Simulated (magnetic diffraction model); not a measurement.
**Which magnetic order? Cr₂FeS₂O₂**

Space group P-1 (no. 2), a = 6.6910 Å, b = 6.6924 Å, c = 6.8080 Å, α = 118.47°, β = 92.58°, γ = 117.93°.

| site | atom | x | y | z |
| --- | --- | --- | --- | --- |
| 2i | Fe | 0.8711 | 0.7479 | 0.6241 |
| 1f | Cr | 1/2 | 0 | 1/2 |
| 1e | Cr | 1/2 | 1/2 | 0 |
| 1d | Cr | 1/2 | 0 | 0 |
| 1c | Cr | 0 | 1/2 | 0 |
| 2i | S | 0.2583 | 0.5283 | 0.7874 |
| 2i | S | 0.2596 | 0.9654 | 0.2343 |
| 2i | O | 0.2969 | 0.0305 | 0.7535 |
| 2i | O | 0.7321 | 0.4781 | 0.7635 |

This is a made-up structure (elements placed in a structure type, unrelaxed), so the numbers test the method and describe no known phase.

Only Fe and Cr are taken to order (form factors of Fe2+ and Cr3+); orders and moment sizes are assumed, and not adapted to the symmetry. Radiation: neutrons of λ = 2.567 Å, 8° to 40°; isotropic B of 0.31 Å² (Fe), 0.26 Å² (Cr), 0.36 Å² (S) and 0.31 Å² (O). The intensities are simulated: I ∝ L Σ (|F_N|² + |F_M⊥|²) for unpolarised neutrons, with F_M = 2.695 fm/μB × Σ f(s) S exp(2πi Q·r) exp(−B s²) at Q = H ± k (one set where k and −k are equivalent), only the part normal to Q counting and L = 1/(sin²θ cos θ). For collinear order S is the moment m, which repeats by lattice and centring translations R with the sign exp(−2πi k·R). Form factors are spin-only for 3d ions and dipole or tabulated for f ions, scattering lengths are Sears's of 1992, and absorption is left out. A label names one of the reflections at its angle. The strongest nuclear line in the range is 100, and lines under 0.2 are left out.

Above the ordering temperature:

```tsv
2θ (°)	index	I
26.42	(0 0 1)	10.1
26.75	(1 0 0)	0.2
26.76	(0 1 -1)	0.5
27.07	(1 -1 0)	6.4
30.51	(1 0 -1)	0.3
31.96	(1 -1 1)	100.0
```

Below it (cell unchanged):

| 2θ (°) | I |
| --- | --- |
| 26.42 | 1294.1 |
| 26.75 | 122.6 |
| 26.76 | 41.4 |
| 27.07 | 48.5 |
| 30.48 | 48.1 |
| 30.51 | 111.8 |
| 31.96 | 146.8 |

**Question.** Find the propagation vector, then choose among these models:
A. collinear moments along [010], 3.13 μB on Fe and 2.34 μB on Cr; signs + at (0.8711, 0.7479, 0.6241), + at (0.1289, 0.2521, 0.3759), + at (1/2, 0, 1/2), + at (1/2, 1/2, 0), + at (1/2, 0, 0), + at (0, 1/2, 0)
B. collinear moments along [010], 3.13 μB on Fe and 2.34 μB on Cr; signs + at (0.8711, 0.7479, 0.6241), + at (0.1289, 0.2521, 0.3759), + at (1/2, 0, 1/2), − at (1/2, 1/2, 0), − at (1/2, 0, 0), − at (0, 1/2, 0)
C. collinear moments along [101], 3.13 μB on Fe and 2.34 μB on Cr; signs + at (0.8711, 0.7479, 0.6241), + at (0.1289, 0.2521, 0.3759), + at (1/2, 0, 1/2), − at (1/2, 1/2, 0), − at (1/2, 0, 0), − at (0, 1/2, 0)
D. collinear moments along [101], 3.13 μB on Fe and 2.34 μB on Cr; signs + at (0.8711, 0.7479, 0.6241), + at (0.1289, 0.2521, 0.3759), + at (1/2, 0, 1/2), + at (1/2, 1/2, 0), + at (1/2, 0, 0), + at (0, 1/2, 0)

No line moves, and magnetic intensity falls on nuclear lines such as the one at 26.42°, so the magnetic cell equals the chemical primitive cell: k = 0.

Magnetic intensity, observed (below minus above) and for each model:

| 2θ (°) | index | observed | A | B | C | D |
| --- | --- | --- | --- | --- | --- | --- |
| 26.42 | (0 0 1) | 1284.0 | 0.3 | 1284.0 | 818.5 | 0.2 |
| 26.75 | (1 0 0) | 122.4 | 0.8 | 122.4 | 79.1 | 0.5 |
| 26.76 | (0 1 -1) | 40.9 | 0.1 | 40.9 | 84.4 | 0.2 |
| 27.07 | (1 -1 0) | 42.1 | 0.1 | 42.1 | 83.9 | 0.1 |
| 30.48 | (0 1 0) | 48.0 | <0.2 | 48.0 | 102.6 | <0.2 |
| 30.51 | (1 0 -1) | 111.5 | 0.1 | 111.5 | 111.5 | 0.1 |
| 31.96 | (1 -1 1) | 46.8 | <0.2 | 46.8 | 0.1 | <0.2 |

Model B matches.

The structure used: k = (0 0 0), collinear moments along [010], 3.13 μB on Fe and 2.34 μB on Cr; signs + at (0.8711, 0.7479, 0.6241), + at (0.1289, 0.2521, 0.3759), + at (1/2, 0, 1/2), − at (1/2, 1/2, 0), − at (1/2, 0, 0), − at (0, 1/2, 0).

[Logs are printed without paths, hosts, clocks, repeated set-up lines and the standing remarks that a program may print on its own settings, such as how far it seeks lower states.]
